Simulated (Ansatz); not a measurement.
## Br on Nb(110): change of the work function

Aim: the work function of Nb(110) at several coverages of Br (hollow site), and the dipole that each adsorbate carries.

Main program and level: Ansatz 0.2.0; plane-wave DFT, PBE, Ansatz PAW.

This is a report of a sequence of runs, with the program logs left out and the cost of each run kept.

## Step 1: The structure

The cell holds 4 atoms: 4 Nb. Its edges and angles: a = 2.858 Å, b = 2.858 Å, c = 25.000 Å, α = 90.0°, β = 90.0°, γ = 70.5°. Vacuum lies along c.

## Step 2: The clean slab

The bare slab comes first, as the zero from which every change is counted. The two lowest layers are held at bulk places and the upper ones relax. The dipole correction removes the false field that a one-sided slab makes across the periodic vacuum, so each face gets a flat vacuum level of its own.

Contents of input.yaml:

```yaml
crystal:
  lattice:
    - [2.3334523779, -1.65, 0.0]
    - [2.3334523779, 1.65, 0.0]
    - [0.0, 0.0, 25.0003571337]
  atoms:
    - { symbol: Nb, position: [0.0, 0.0, 0.3599948573] }
    - { symbol: Nb, position: [0.5, 0.5, 0.4533316191] }
    - { symbol: Nb, position: [0.0, 0.0, 0.5466683809] }
    - { symbol: Nb, position: [0.5, 0.5, 0.6400051427] }
kpoints:
  mp_grid: { grid: [12, 12, 1] }
hamiltonian:
  xc: pbe
scf:
  occupations: { method: fermi_dirac, width: 0.1 }
  convergence: { dr2_threshold: 1.0e-08 }
efield:
  axis: 3
  dipole_correction: true
  ramp_position: 0.97
  ramp_width: 0.06
relax:
  f_tol: 0.02
  max_steps: 60
  constraints: [{ sites: [0, 1] }]
output:
  write_potential: true
  write_density: true
  volumetric_format: npy
```

Run with:

```sh
ansatz run input.yaml --threads 4 --pin off --max-ram 16384MiB --backend cpu --events-out ev --progress --plain --runs-dir out
```

Elapsed: 17 s, on 4 threads of Arm Neoverse V1, shared host; peak memory 0.56 GiB.

Relaxation path:

```
step  energy less that of the first step (eV)  largest force component (eV/Å)
   1                                   0.0000                          0.3894
   2                                   0.0061                          0.5460
   3                                  -0.0148                          0.0045
```

Relaxation step 2 was tried and not accepted.

The run keeps the 4 symmetry operations that the program found, so distortions that break them were not tested.

The atoms that moved most (Å):

```
atom     dx     dy      dz  length
 Nb4  0.000  0.000  -0.054   0.054
 Nb3  0.000  0.000   0.029   0.029
```

This step gave:

```yaml
energy_at_zero_smearing: -18207.1363 eV
work_function_upper_face: 4.492 eV
work_function_lower_face: 4.529 eV
dipole_along_the_normal: 0.001540 e·Å
step_between_the_vacuum_levels: -0.03620 eV
```

Running mean over 2.333 Å of the planar mean; the ramp of the sawtooth is left out. Electron's electrostatic potential energy less the Fermi level against z:

```
z (Å)  electron's electrostatic potential energy less the Fermi level (eV)
  3.5                                                                 4.53
  4.0                                                                 4.53
  4.5                                                                 4.52
  5.0                                                                 4.51
  5.5                                                                 4.47
  6.0                                                                 4.34
  6.5                                                                 3.95
  7.0                                                                 2.78
  7.5                                                               -0.525
  8.0                                                                -5.88
  8.5                                                                -9.88
  9.0                                                                -11.0
  9.5                                                                -11.1
 10.0                                                                -11.0
 10.5                                                                -10.9
 11.0                                                                -10.9
 11.5                                                                -10.9
 12.0                                                                -10.8
 12.5                                                                -10.6
 13.0                                                                -10.7
 13.5                                                                -10.9
 14.0                                                                -11.2
 14.5                                                                -11.7
 15.0                                                                -11.8
 15.5                                                                -11.5
 16.0                                                                -11.1
 16.5                                                                -9.62
 17.0                                                                -5.33
 17.5                                                              -0.0576
 18.0                                                                 2.95
 18.5                                                                 3.98
 19.0                                                                 4.33
 19.5                                                                 4.44
 20.0                                                                 4.48
 20.5                                                                 4.49
 21.0                                                                 4.49
 21.5                                                                 4.49
```

The relaxation took 3 steps and lowered the energy by 0.015 eV; the largest force on the free atoms ends at 0.0045 eV/Å.

The work function of the upper face is 4.49 eV.

## Step 3: The covered slab, k-mesh 4×4×1, coverage 0.111 ML

System of this step: Br/Nb(110). The cell holds 37 atoms: 36 Nb and 1 Br. Its edges and angles: a = 8.574 Å, b = 8.574 Å, c = 27.404 Å, α = 90.0°, β = 90.0°, γ = 70.5°. Vacuum lies along c.

The clean slab as it ended is repeated in the plane and the adsorbate is set on one face; the cell's size fixes the coverage, and the k-mesh shrinks with it to keep the sampling density about even. Adsorbate and upper layers relax, since the dipole depends on the height.

Contents of input.yaml:

```yaml
crystal:
  lattice:
    - [7.0003571337, -4.95, 0.0]
    - [7.0003571337, 4.95, 0.0]
    - [0.0, 0.0, 27.4040694639]
  atoms:
    - { symbol: Nb, position: [0.0, 0.0, 0.3284183764] }
    - { symbol: Nb, position: [0.1666666667, 0.1666666667, 0.4135682255] }
    - { symbol: Nb, position: [0.0, 0.0, 0.4997826841] }
    - { symbol: Nb, position: [0.1666666667, 0.1666666667, 0.5819072344] }
    - { symbol: Nb, position: [0.0, 0.3333333333, 0.3284183764] }
    - { symbol: Nb, position: [0.1666666667, 0.5, 0.4135682255] }
    - { symbol: Nb, position: [0.0, 0.3333333333, 0.4997826841] }
    - { symbol: Nb, position: [0.1666666667, 0.5, 0.5819072344] }
[... 25 atom lines left out ...]
    - { symbol: Nb, position: [0.8333333333, 0.8333333333, 0.4135682255] }
    - { symbol: Nb, position: [0.6666666667, 0.6666666667, 0.4997826841] }
    - { symbol: Nb, position: [0.8333333333, 0.8333333333, 0.5819072344] }
    - { symbol: Br, position: [0.28, 0.28, 0.6715816236] }
kpoints:
  mp_grid: { grid: [4, 4, 1] }
hamiltonian:
  xc: pbe
scf:
  occupations: { method: fermi_dirac, width: 0.1 }
  convergence: { dr2_threshold: 1.0e-08 }
efield:
  axis: 3
  dipole_correction: true
  ramp_position: 0.97
  ramp_width: 0.06
relax:
  f_tol: 0.02
  max_steps: 60
  constraints:
    - { sites: [0, 1, 4, 5, 8, 9, 12, 13, 16, 17, 20, 21, 24, 25, 28, 29, 32, 33] }
output:
  write_potential: true
  write_density: true
  volumetric_format: npy
```

Wall time 18 min (4 threads); peak memory 9.7 GiB; 73 min of CPU time.

This run has no spin polarisation although its electron count is odd.

Relaxation path:

```
step  energy less that of the first step (eV)  largest force component (eV/Å)
   1                                   0.0000                          1.3935
   2                                  -0.3129                          0.6521
   3                                  -0.4246                          0.2261
   4                                  -0.4481                          0.1029
   5                                  -0.4483                          0.1166
   6                                  -0.4558                          0.0218
   7                                  -0.4563                          0.0092
```

The run keeps the 2 symmetry operations that the program found, so distortions that break them were not tested.

The atoms that moved most (Å):

```
atom      dx      dy      dz  length
Br37   0.377   0.000  -0.390   0.543
 Nb4  -0.082   0.000   0.051   0.097
Nb16   0.012  -0.081   0.040   0.092
 Nb8   0.012   0.081   0.040   0.092
Nb20   0.078   0.000   0.011   0.079
Nb19  -0.004   0.000   0.050   0.050
Nb11   0.005   0.012  -0.044   0.046
Nb27   0.005  -0.012  -0.044   0.046
```

Final coordinates:

```cif
data_structure
_symmetry_space_group_name_H-M 'P 1'
_symmetry_Int_Tables_number 1
_cell_length_a 8.5737
_cell_length_b 8.5737
_cell_length_c 27.4041
_cell_angle_alpha 90.000
_cell_angle_beta 90.000
_cell_angle_gamma 70.529
_cell_volume 1899.20
loop_
_atom_site_label
_atom_site_type_symbol
_atom_site_fract_x
_atom_site_fract_y
_atom_site_fract_z
_atom_site_occupancy
Nb1 Nb 0.00000 0.00000 0.32842 1
Nb2 Nb 0.16667 0.16667 0.41357 1
Nb3 Nb 0.99950 0.99950 0.49913 1
Nb4 Nb 0.16081 0.16081 0.58376 1
Nb5 Nb 0.00000 0.33333 0.32842 1
Nb6 Nb 0.16667 0.50000 0.41357 1
Nb7 Nb 0.00026 0.33224 0.50025 1
Nb8 Nb 0.15926 0.50905 0.58337 1
Nb9 Nb 0.00000 0.66667 0.32842 1
Nb10 Nb 0.16667 0.83333 0.41357 1
Nb11 Nb 0.99907 0.66826 0.49816 1
Nb12 Nb 0.16346 0.83172 0.58185 1
Nb13 Nb 0.33333 0.00000 0.32842 1
Nb14 Nb 0.50000 0.16667 0.41357 1
Nb15 Nb 0.33224 0.00026 0.50025 1
Nb16 Nb 0.50905 0.15926 0.58337 1
Nb17 Nb 0.33333 0.33333 0.32842 1
Nb18 Nb 0.50000 0.50000 0.41357 1
Nb19 Nb 0.33304 0.33304 0.50161 1
Nb20 Nb 0.50556 0.50556 0.58231 1
Nb21 Nb 0.33333 0.66667 0.32842 1
Nb22 Nb 0.50000 0.83333 0.41357 1
Nb23 Nb 0.33405 0.66602 0.50013 1
Nb24 Nb 0.50169 0.83475 0.58113 1
Nb25 Nb 0.66667 0.00000 0.32842 1
Nb26 Nb 0.83333 0.16667 0.41357 1
Nb27 Nb 0.66826 0.99907 0.49816 1
Nb28 Nb 0.83172 0.16346 0.58185 1
Nb29 Nb 0.66667 0.33333 0.32842 1
Nb30 Nb 0.83333 0.50000 0.41357 1
Nb31 Nb 0.66602 0.33405 0.50013 1
Nb32 Nb 0.83475 0.50169 0.58113 1
Nb33 Nb 0.66667 0.66667 0.32842 1
Nb34 Nb 0.83333 0.83333 0.41357 1
Nb35 Nb 0.66719 0.66719 0.49912 1
Nb36 Nb 0.83367 0.83367 0.58160 1
Br37 Br 0.30692 0.30692 0.65733 1
```

Read from the output:

```yaml
energy_at_zero_smearing: -166650.2018 eV
work_function_upper_face: 4.319 eV
work_function_lower_face: 4.528 eV
dipole_along_the_normal: 0.08016 e·Å
step_between_the_vacuum_levels: -0.2093 eV
```

Running mean over 2.333 Å of the planar mean; the ramp of the sawtooth is left out. Electron's electrostatic potential energy less the Fermi level against z:

```
z (Å)  electron's electrostatic potential energy less the Fermi level (eV)
    4                                                                 4.53
    5                                                                 4.51
    6                                                                 4.34
    7                                                                 2.80
    8                                                                -5.89
    9                                                                -11.1
   10                                                                -11.0
   11                                                                -10.9
   12                                                                -10.8
   13                                                                -10.8
   14                                                                -11.1
   15                                                                -11.7
   16                                                                -11.2
   17                                                                -6.31
   18                                                                 1.54
   19                                                                 3.32
   20                                                                 4.23
   21                                                                 4.31
   22                                                                 4.32
   23                                                                 4.32
   24                                                                 4.32
```

The relaxation took 7 steps and lowered the energy by 0.46 eV; the largest force on the free atoms ends at 0.0092 eV/Å.

The covered face has 4.32 eV, -0.17 eV against the clean one; the bare back face has moved by -0.00 eV, a measure of how thin the slab is.

(Part 1 of 2 ends here.)

[Long decimals in the printed logs are rounded to 6 places.]

[Logs are printed without paths, hosts, clocks, repeated set-up lines and the standing remarks that a program may print on its own settings, such as how far it seeks lower states.]

[Hosts, paths, dates, database ids (printed as entryN), source tags and the programs' standing remarks are cut or masked in the printed files.]

[Maps of the electrostatic potential energy from Ansatz leave out the sawtooth potential of an applied field or a dipole correction, so their vacuum need not be flat; planar profiles and work functions include it.]
